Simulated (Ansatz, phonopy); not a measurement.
# How CaO (Lime, Fm-3m) expands on warming, part 3 of 3

Aim: the lattice, expansion, heat capacity and bulk modulus of CaO (Lime) as it warms.

Experimental results on record:
- heat capacity C_P per formula unit 42.2 J/mol/K and bulk modulus 113 GPa near room temperature (given in “High-Throughput Prediction of Finite-Temperature Properties using the Quasi-Harmonic Approximation”, 2016, arXiv:1603.06924)

Ansatz 0.2.0; DFT LDA, scalar-relativistic, plane waves, PAW.

So far, principal linear expansion coefficients at 298 K (× 1e-6/K): step 6 (phonons on strained cells, cutoff 550 eV, k-mesh 8×8×8) 11.7. Also isothermal bulk modulus at 298 K (GPa): step 6 120. The relaxed cell has a = 4.708 Å (conventional setting).

**8. Phonons on strained cells, cutoff 487.2 eV, k-mesh 12×12×12**

The study relaxes the crystal at several strains, solves the phonons on some of them and minimises the free energy at each temperature (static energy, vibrations, the electrons in a metal, and PV under a set pressure); the q-mesh sets how far the force constants reach.

This step: DFT LDA, scalar-relativistic, plane waves, PAW (Ansatz 0.2.0).

Contents of input.yaml:

```yaml
crystal:
  lattice:
    - [0.0, 2.3539509319, 2.3539509319]
    - [2.3539509319, 0.0, 2.3539509319]
    - [2.3539509319, 2.3539509319, 0.0]
  atoms:
    - { symbol: Ca, position: [0.0, 0.0, 0.0] }
    - { symbol: O, position: [0.5, 0.5, 0.5] }
kpoints:
  mp_grid: { grid: [12, 12, 12] }
hamiltonian:
  xc: lda
scf:
  occupations: { method: fixed }
output:
  eigenvalues: true
phonons:
  method: dfpt
  qmesh: [4, 4, 4]
  temperatures: { t_max: 1200.0, t_step: 50 }
  thermal_expansion: {}
```

The mesh is denser.

Started as:

```bash
$ ansatz run input.yaml --threads 8 --pin off --max-ram 16384MiB --backend cpu --events-out ev --progress --plain --runs-dir out
```

Numbers of over 12 decimals in the logs are rounded to 6 here.

What it wrote:

```text
[...]
Crystal: 2 atoms, lattice volume = 26.087 Å³
Basis set: ecut = 487.2 eV, 609 PW (Γ), exchange–correlation on 48×48×48 points (8 copies of the dense FFT grid, shifted against one another)
Bands: 12, of which v1, the nominal top of the filled ones, is band 8 counted from 1 (7 counted from 0)
Symmetry: 48 space group operations
[...]
k-points: 72 of 1728
[...]
SCF iter   1: F=—  HF=-2331.667072 eV  |F-HF|=—  |Δ(HF+E_count)|=         —  Δρ=1.71e-2  dr2=7.36e-2  ethr=1.77e-3  ⟨swp⟩=4.8  Hψ=5142  notcnv=0  defer=14
[...]
SCF iter   8: F=-2331.648000 eV  HF=-2331.648000 eV  |F-HF|=4.55e-13  |Δ(HF+E_count)|=  1.09e-11  Δρ=4.73e-8  dr2=2.76e-13  ethr=1.00e-12  ⟨swp⟩=6.4  Hψ=4766  notcnv=0
SCF 1 converged in 8 iterations: F = -2331.648000 eV  dr2 = 2.76e-13
[...]
relax step   1: F+E_penalty+E_count = -2331.64800035 eV  Δ(F+E_penalty+E_count) = +0.000e0 eV  max|allowed force component| = 1.321e-29 eV/Å  Δτ_max = 0.0000 Å  (8 SCF iters, accepted)
SCF converged after 8 iterations
Free energy (F): -2331.648000 eV
[...]
Internal energy: -2331.648000 eV  (E = F + TS)
E sigma→0 (E₀):  -2331.648000 eV
Fermi energy:    7.996216 eV
[...]
--- Stress (GPa, compression-positive) ---
       -0.003993       0.000000       0.000000
       -0.000000      -0.003993       0.000000
        0.000000       0.000000      -0.003993
  P = ⅓ Tr σ = -0.0040 GPa (-0.040 kbar)
--- Band table (eV; the first three rows and the last of 72) ---
  k-point 0: bands = [... 4 lower, -7.3308, 7.9962, 7.9962, 7.9962, 13.0842, 14.2650, 14.2650, 14.2650]
  k-point 1: bands = [... 4 lower, -7.1833, 7.7220, 7.8842, 7.8842, 13.4176, 14.2366, 14.3964, 14.3964]
  k-point 2: bands = [... 4 lower, -6.8392, 7.0803, 7.5994, 7.5994, 14.1194, 14.3408, 14.7693, 14.7693]
  k-point 71: bands = [... 4 lower, -6.5519, 6.5886, 6.9277, 6.9277, 14.3832, 14.3832, 16.8161, 17.9654]
── thermal expansion: 3 new cells, 3 in all ──
thermal expansion: relaxation of cell 2
thermal expansion: relaxation of cell 3
── thermal expansion: 2 new cells, 5 in all ──
thermal expansion: relaxation of cell 4
thermal expansion: lower-state search of cell 4
thermal expansion: phonons of cell 4
thermal expansion: relaxation of cell 5
thermal expansion: phonons of cell 5
── thermal expansion: 6 new cells, 11 in all ──
thermal expansion: relaxation of cell 6
thermal expansion: relaxation of cell 7
thermal expansion: relaxation of cell 8
thermal expansion: relaxation of cell 9
thermal expansion: relaxation of cell 10
thermal expansion: relaxation of cell 11
thermal expansion: phonons of cell 6
thermal expansion: phonons of cell 7
thermal expansion: phonons of cell 8
--- Relaxed structure (1 steps of the walk, 1 accepted, 0 SCFs on fresh bases) ---
  F+E_penalty+E_count = -2331.64800035 eV   max|allowed force component| = 1.321e-29 eV/Å
  atoms:
    - { symbol: Ca, position: [0.0, 0.0, 0.0] }
    - { symbol: O, position: [0.5, 0.5, 0.5] }
--- Thermal expansion: 11 cells in 3 rounds, 0 GPa ---
  no lower state was reached at cell 4
  without vibrations: a 3.32896, b 3.32896, c 3.32896 Å, V 26.0862 Å³, B 128.84 GPa
  at 0 K: a 3.33811, b 3.33811, c 3.33811 Å, V 26.3018 Å³, B 125.41 GPa
  zero-point expansion: a +0.275, b +0.275, c +0.275, V +0.826 %
[...]
0.00    3.33811    3.33811    3.33811    26.3018 |    0.00    0.00    0.00    0.00 |   18.80 |     0.000     0.000 |   125.41   125.41
   150.00    3.33947    3.33947    3.33947    26.3340 |    7.28    7.28    7.28   21.84 |   29.62 |    27.220    27.079 |   123.99   124.64
   298.15    3.34437    3.34437    3.34437    26.4501 |   11.64   11.64   11.64   34.93 |       - |    42.562    41.865 |   120.24   122.24
   400.00    3.34857    3.34857    3.34857    26.5499 |   12.90   12.90   12.90   38.71 |   37.04 |    46.319    45.194 |   117.36   120.28
   550.00    3.35538    3.35538    3.35538    26.7123 |   14.14   14.14   14.14   42.41 |   39.36 |    49.149    47.353 |   112.88   117.16
   700.00    3.36277    3.36277    3.36277    26.8891 |   15.17   15.17   15.17   45.52 |   41.30 |    50.867    48.326 |   108.14   113.82
   850.00    3.37070    3.37070    3.37070    27.0797 |   16.23   16.23   16.23   48.68 |   43.13 |    52.229    48.841 |   103.14   110.29
  1000.00    3.37920    3.37920    3.37920    27.2851 |   17.39   17.39   17.39   52.17 |   44.98 |    53.521    49.144 |    97.85   106.56
  1150.00    3.38836    3.38836    3.38836    27.5076 |   18.74   18.74   18.74   56.22 |   46.94 |    54.892    49.337 |    92.25   102.64
  1200.00    3.39158    3.39158    3.39158    27.5861 |   19.25   19.25   19.25   57.74 |   47.62 |    55.388    49.386 |    90.31   101.28
[...]
vibrations' free energy: its fit leaves 0.0009 meV an atom at the most
  the electrons' free energy at temperature is not in it: every band gap is over 1.24 eV
  free energies summed between the sampled wave vectors
[...]
the FFT grids of the static calculations differ: 24 × 24 × 24, 25 × 25 × 25
  band gaps on the cells' k-points are 3.425 to 3.497 eV
```

Wall time 4.9 min (8 threads of AMD EPYC 7R43, shared host); peak memory 1.8 GiB.

This step gave:

```
pressure                                         : -0.003993 GPa
volume expansion coefficient at 298 K            : 34.93 1e-6/K
Grüneisen parameter at 298 K                     : 1.598
principal linear expansion coefficients at 298 K : 11.64, 11.64, 11.64 1e-6/K
```

Strained cells of the study; zero-point energy where phonons were solved; the pressures are stresses at a fixed cutoff and can carry an offset from the finite basis. Expansion cells, by row:

```csv
cell,|a| (Å),|b| (Å),|c| (Å),V (Å³/atom),E - E_lowest (meV/atom),"pressure, compression positive (GPa)",gap (eV),zero-point energy (meV/atom)
1,3.329,3.329,3.329,13.04,0.001,-0.035,3.449,-
2,3.356,3.356,3.356,13.36,2.946,-2.956,3.466,-
3,3.303,3.303,3.303,12.74,3.047,3.209,3.43,-
4,3.329,3.329,3.329,13.05,0,-0.061,3.449,55.91
5,3.346,3.346,3.346,13.24,1.195,-1.924,3.46,54.63
6,3.368,3.368,3.368,13.51,6.22,-4.198,3.472,52.95
7,3.387,3.387,3.387,13.74,13.74,-6.033,3.481,51.47
8,3.407,3.407,3.407,13.98,24.04,-7.726,3.489,49.99
9,3.296,3.296,3.296,12.66,4.737,4.051,3.425,-
10,3.313,3.313,3.313,12.85,1.152,1.928,3.438,-
11,3.434,3.434,3.434,14.32,42.58,-9.84,3.497,-
```

Quasi-harmonic; a, b, c are the run's own cell vectors. Expansion, by row:

```csv
T (K),a (Å),b (Å),c (Å),alpha (deg),beta (deg),gamma (deg),cell volume (Å³/cell),alpha_a (1e-6/K),alpha_b (1e-6/K),alpha_c (1e-6/K),alpha_V (1e-6/K),C_P (J/mol-atom/K),C_V (J/mol-atom/K),S (J/mol-atom/K),B_T (GPa),B_S (GPa),Grueneisen,extrapolation,fit error (1e-6/K)
0,3.338,3.338,3.338,60,60,60,26.3,0,0,0,0,0,0,0,125.4,125.4,-,0,0
50,3.338,3.338,3.338,60,60,60,26.3,0.66,0.66,0.66,1.99,1.407,1.407,0.403,125.4,125.4,1.405,0,0
100,3.339,3.339,3.339,60,60,60,26.31,4.07,4.07,4.07,12.2,7.776,7.761,3.201,124.9,125.2,1.556,0,0
150,3.339,3.339,3.339,60,60,60,26.33,7.28,7.28,7.28,21.84,13.61,13.54,7.528,124,124.6,1.586,0,0.01
200,3.341,3.341,3.341,60,60,60,26.37,9.38,9.38,9.38,28.15,17.4,17.24,12.01,122.8,123.9,1.592,0,0.01
250,3.343,3.343,3.343,60,60,60,26.41,10.74,10.74,10.74,32.22,19.78,19.53,16.16,121.5,123.1,1.595,0,0.01
298.1,3.344,3.344,3.344,60,60,60,26.45,11.64,11.64,11.64,34.93,21.28,20.93,19.78,120.2,122.2,1.598,0,0.01
300,3.344,3.344,3.344,60,60,60,26.45,11.67,11.67,11.67,35.02,21.33,20.98,19.91,120.2,122.2,1.598,0,0.01
350,3.346,3.346,3.346,60,60,60,26.5,12.36,12.36,12.36,37.08,22.39,21.94,23.29,118.8,121.3,1.602,0,0.01
400,3.349,3.349,3.349,60,60,60,26.55,12.9,12.9,12.9,38.71,23.16,22.6,26.33,117.4,120.3,1.607,0,0.01
450,3.351,3.351,3.351,60,60,60,26.6,13.36,13.36,13.36,40.08,23.74,23.07,29.09,115.9,119.3,1.613,0,0.01
500,3.353,3.353,3.353,60,60,60,26.66,13.77,13.77,13.77,41.3,24.2,23.41,31.62,114.4,118.2,1.619,0,0.01
550,3.355,3.355,3.355,60,60,60,26.71,14.14,14.14,14.14,42.41,24.57,23.68,33.94,112.9,117.2,1.626,0,0.01
600,3.358,3.358,3.358,60,60,60,26.77,14.49,14.49,14.49,43.47,24.89,23.88,36.09,111.3,116.1,1.634,0,0.02
650,3.36,3.36,3.36,60,60,60,26.83,14.83,14.83,14.83,44.5,25.18,24.04,38.1,109.8,115,1.641,0,0.02
700,3.363,3.363,3.363,60,60,60,26.89,15.17,15.17,15.17,45.52,25.43,24.16,39.97,108.1,113.8,1.65,0,0.03
750,3.365,3.365,3.365,60,60,60,26.95,15.52,15.52,15.52,46.55,25.67,24.27,41.74,106.5,112.7,1.658,0,0.03
800,3.368,3.368,3.368,60,60,60,27.01,15.87,15.87,15.87,47.6,25.9,24.35,43.4,104.8,111.5,1.667,0,0.03
850,3.371,3.371,3.371,60,60,60,27.08,16.23,16.23,16.23,48.68,26.11,24.42,44.98,103.1,110.3,1.676,0,0.04
900,3.373,3.373,3.373,60,60,60,27.15,16.6,16.6,16.6,49.8,26.33,24.48,46.48,101.4,109.1,1.686,0,0.04
950,3.376,3.376,3.376,60,60,60,27.21,16.99,16.99,16.99,50.96,26.54,24.53,47.91,99.65,107.8,1.696,0,0.04
1000,3.379,3.379,3.379,60,60,60,27.29,17.39,17.39,17.39,52.17,26.76,24.57,49.27,97.85,106.6,1.707,0,0.03
1050,3.382,3.382,3.382,60,60,60,27.36,17.82,17.82,17.82,53.45,26.98,24.61,50.58,96.02,105.3,1.718,0,0.03
1100,3.385,3.385,3.385,60,60,60,27.43,18.27,18.27,18.27,54.8,27.21,24.64,51.84,94.15,104,1.729,0,0.02
1150,3.388,3.388,3.388,60,60,60,27.51,18.74,18.74,18.74,56.22,27.45,24.67,53.06,92.25,102.6,1.741,0,0.04
1200,3.392,3.392,3.392,60,60,60,27.59,19.25,19.25,19.25,57.74,27.69,24.69,54.23,90.31,101.3,1.754,0,0.07
```

Expansion coefficient against temperature; values in 1e-6/K:

```csv
temperature (K),volume,principal 1
0,0,0
50,1.99,0.66
100,12.2,4.07
150,21.8,7.28
200,28.1,9.38
250,32.2,10.7
298,34.9,11.6
300,35.0,11.7
350,37.1,12.4
400,38.7,12.9
450,40.1,13.4
500,41.3,13.8
550,42.4,14.1
600,43.5,14.5
650,44.5,14.8
700,45.5,15.2
750,46.5,15.5
800,47.6,15.9
850,48.7,16.2
900,49.8,16.6
950,51.0,17.0
1000,52.2,17.4
1050,53.5,17.8
1100,54.8,18.3
1150,56.2,18.7
1200,57.7,19.2
```

Changing the k-mesh (8×8×8 → 12×12×12) and the cutoff (550 → 487.2 eV) takes the volume expansion at 298 K from 34.9 to 34.9 × 10⁻⁶/K and B_T from 120 to 120 GPa.

**9. Quasi-harmonic fit by phonopy**

This step: DFT LDA, scalar-relativistic, plane waves, PAW (phonopy 4.10.0).

This step gave:

```yaml
volume_expansion_coefficient_at_300_k: 34.9 1e-6/K
```

Table of energy (each curve on its own zero) by volume; values in meV/atom:

```csv
volume (Å³/atom),static,F at 0 K,F at 300 K,F at 1200 K
13.046,0,2.92,5.02,17.5
13.243,1.2,2.84,4.09,11.4
13.507,6.22,6.18,6.23,6.35
13.743,13.7,12.2,11.1,4.64
13.983,24.0,21.0,18.7,5.3
```

Phonopy-qha, vinet fit of F(V) at each temperature. Qha vinet, by row:

```csv
T (K),fitted volume (Å³/atom),alpha_V (1e-6/K),B_T (GPa),C_P (J/mol-atom/K),Grueneisen
100,13.16,12.02,124.9,7.441,1.533
150,13.17,21.28,124,13.41,1.545
200,13.18,27.78,122.8,17.33,1.571
250,13.2,32.01,121.5,19.78,1.584
300,13.23,34.9,120.2,21.35,1.593
350,13.25,37.01,118.8,22.42,1.599
400,13.27,38.67,117.4,23.19,1.605
450,13.3,40.06,115.9,23.77,1.612
500,13.33,41.28,114.4,24.22,1.619
550,13.36,42.4,112.9,24.6,1.626
600,13.38,43.47,111.3,24.92,1.633
650,13.41,44.51,109.7,25.2,1.641
700,13.44,45.54,108.1,25.45,1.65
750,13.48,46.57,106.5,25.69,1.658
800,13.51,47.63,104.8,25.91,1.667
850,13.54,48.71,103.1,26.13,1.677
900,13.57,49.83,101.4,26.34,1.687
950,13.61,51,99.59,26.56,1.697
1000,13.64,52.22,97.8,26.77,1.707
1050,13.68,53.5,95.97,26.99,1.719
1100,13.72,54.84,94.11,27.22,1.73
1150,13.75,56.27,92.21,27.46,1.742
```

Table of volume expansion coefficient by temperature; values in 1e-6/K:

```csv
temperature (K),"phonopy-qha, Vinet",Ansatz's own study
100,12.0,12.2
150,21.3,21.8
200,27.8,28.1
250,32.0,32.2
300,34.9,35.0
350,37.0,37.1
400,38.7,38.7
450,40.1,40.1
500,41.3,41.3
550,42.4,42.4
600,43.5,43.5
650,44.5,44.5
700,45.5,45.5
750,46.6,46.5
800,47.6,47.6
850,48.7,48.7
900,49.8,49.8
950,51,51.0
1000,52.2,52.2
1050,53.5,53.5
1100,54.8,54.8
1150,56.3,56.2
```

The fit gives a volume expansion of 34.9 × 10⁻⁶/K at 300 K, against 34.9 at 298 K from the study itself, whose static fit uses more cells.

**10. The quasi-harmonic study, cutoff 487.2 eV, k-mesh 12×12×12**

The study relaxes the crystal at several strains, solves the phonons on some of them and minimises the free energy at each temperature (static energy, vibrations, the electrons in a metal, and PV under a set pressure); the q-mesh sets how far the force constants reach.

This step: DFT LDA, scalar-relativistic, plane waves, PAW (Ansatz 0.2.0).

Changes to input.yaml since step 8:

```diff
@@ -18,3 +18,3 @@
   method: dfpt
-  qmesh: [4, 4, 4]
+  qmesh: [6, 6, 6]
   temperatures: { t_max: 1200.0, t_step: 50 }
```

What it wrote:

```text
[...]
Crystal: 2 atoms, lattice volume = 26.087 Å³
Basis set: ecut = 487.2 eV, 609 PW (Γ), exchange–correlation on 48×48×48 points (8 copies of the dense FFT grid, shifted against one another)
Bands: 12, of which v1, the nominal top of the filled ones, is band 8 counted from 1 (7 counted from 0)
Symmetry: 48 space group operations
[...]
vibrations' free energy: its fit leaves 0.0009 meV an atom at the most
  the electrons' free energy at temperature is not in it: every band gap is over 1.24 eV
  free energies summed between the sampled wave vectors
[...]
the FFT grids of the static calculations differ: 24 × 24 × 24, 25 × 25 × 25
  band gaps on the cells' k-points are 3.425 to 3.497 eV
[key lines of the parts left out:]
SCF converged after 8 iterations
Free energy (F): -2331.648000 eV
Fermi energy:    7.996216 eV
P = ⅓ Tr σ = -0.0040 GPa (-0.040 kbar)
```

Wall time 15 min (8 threads); peak memory 1.8 GiB; 1.8 h of CPU time.

Changing the q-mesh (4×4×4 → 6×6×6) takes the volume expansion at 298 K from 34.9 to 34.9 × 10⁻⁶/K and B_T from 120 to 120 GPa.

**11. Comparing the runs**

Times are for 8 threads of AMD EPYC 7R43, shared host. The series side by side:

```csv
no.,functional,cutoff (eV),k-mesh,q-mesh,method,pressure (GPa),volume expansion coefficient at 298 K (1e-6/K),C_P at 298 K (J/mol-atom/K),isothermal bulk modulus at 298 K (GPa),time,memory (GiB)
1,lda,550,8×8×8,4×4×4,dfpt,0,34.95,21.28,120.2,2 min,0.91
2,lda,487.2,12×12×12,4×4×4,dfpt,0,34.93,21.28,120.2,4.9 min,1.8
3,lda,487.2,12×12×12,6×6×6,dfpt,0,34.91,21.28,120.2,15 min,1.8
```

The runs together, line volume. The expansion coefficient, volume by temperature; values in 1e-6/K:

```csv
temperature (K),"lda, 550, 8×8×8, 4×4×4, dfpt, 0","lda, 487.2, 12×12×12, 4×4×4, dfpt, 0","lda, 487.2, 12×12×12, 6×6×6, dfpt, 0"
0,0,0,0
50,1.99,1.99,1.99
100,12.2,12.2,12.2
150,21.9,21.8,21.8
200,28.2,28.1,28.1
250,32.2,32.2,32.2
298,35.0,34.9,34.9
300,35.0,35.0,35
350,37.1,37.1,37.1
400,38.7,38.7,38.7
450,40.1,40.1,40.1
500,41.3,41.3,41.3
550,42.4,42.4,42.4
600,43.5,43.5,43.5
650,44.5,44.5,44.5
700,45.5,45.5,45.5
750,46.6,46.5,46.5
800,47.6,47.6,47.6
850,48.7,48.7,48.7
900,49.8,49.8,49.8
950,51.0,51.0,50.9
1000,52.2,52.2,52.1
1050,53.5,53.5,53.4
1100,54.8,54.8,54.8
1150,56.3,56.2,56.2
1200,57.8,57.7,57.7
```

The runs together, line C_P. Heat capacity, C_P against temperature; values in J/mol-atom/K:

```csv
temperature (K),"lda, 550, 8×8×8, 4×4×4, dfpt, 0","lda, 487.2, 12×12×12, 4×4×4, dfpt, 0","lda, 487.2, 12×12×12, 6×6×6, dfpt, 0"
0,0,0,0
50,1.41,1.41,1.41
100,7.78,7.78,7.78
200,17.4,17.4,17.4
250,19.8,19.8,19.8
298,21.3,21.3,21.3
300,21.3,21.3,21.3
350,22.4,22.4,22.4
450,23.7,23.7,23.7
500,24.2,24.2,24.2
550,24.6,24.6,24.6
600,24.9,24.9,24.9
650,25.2,25.2,25.2
700,25.4,25.4,25.4
800,25.9,25.9,25.9
850,26.1,26.1,26.1
900,26.3,26.3,26.3
950,26.5,26.5,26.5
1000,26.8,26.8,26.8
1100,27.2,27.2,27.2
1150,27.4,27.4,27.4
1200,27.7,27.7,27.7
```

**12. Quasi-harmonic fit by phonopy**

This step: DFT LDA, scalar-relativistic, plane waves, PAW (phonopy 4.10.0).

The fit gives a volume expansion of 34.9 × 10⁻⁶/K at 300 K, against 34.9 at 298 K from the study itself, whose static fit uses more cells.

**13. Summary of results**

- settings of these figures: LDA, 487.2 eV, k 12×12×12, q 6×6×6
- volume expansion coefficient at 298 K: 34.91 1e-6/K
- C_P at 298 K: 21.28 J/mol-atom/K
- entropy at 298 K: 19.79 J/mol-atom/K
- isothermal bulk modulus at 298 K: 120.2 GPa
- Grüneisen parameter at 298 K: 1.597
- volume at 298 K: 13.22 Å³/atom
- principal linear expansion coefficients at 298 K: 11.64, 11.64, 11.64 1e-6/K

What this shows: Near room temperature CaO (Lime) expands by 34.9 × 10⁻⁶/K in volume by LDA, with C_P = 21.3 J/(mol K) per mole of atoms and B_T = 120 GPa. C_P at room temperature is 85 % of the classical 3R an atom, so the stiffest modes are still partly frozen out. A measured bulk modulus near room temperature is 113 GPa (arXiv:1603.06924); the calculated 120 GPa differs by +6 %. The table does not say whether its value is isothermal or adiabatic. A measured heat capacity per formula unit near room temperature is 42.2 J/mol/K (arXiv:1603.06924); the calculated 42.6 J/mol/K differs by +1 %. Changing the q-mesh, k-mesh and cutoff moves the volume expansion at 298 K between 34.9 and 34.9 × 10⁻⁶/K, while the CPU time spans a factor of 7.6. The PAW files were made for PBE and are used here under another functional, for which the program regenerates the frozen cores. The cell of these runs is 6 % smaller in volume than the database cell; frequencies and all that rests on them shift with it.

[Logs are printed without paths, hosts, clocks, repeated set-up lines and the standing remarks that a program may print on its own settings, such as how far it seeks lower states.]

[Hosts, paths, dates, database ids (printed as entryN), source tags and the programs' standing remarks are cut or masked in the printed files.]

[A step with changed settings may run another functional than the one named; its input shows which.]
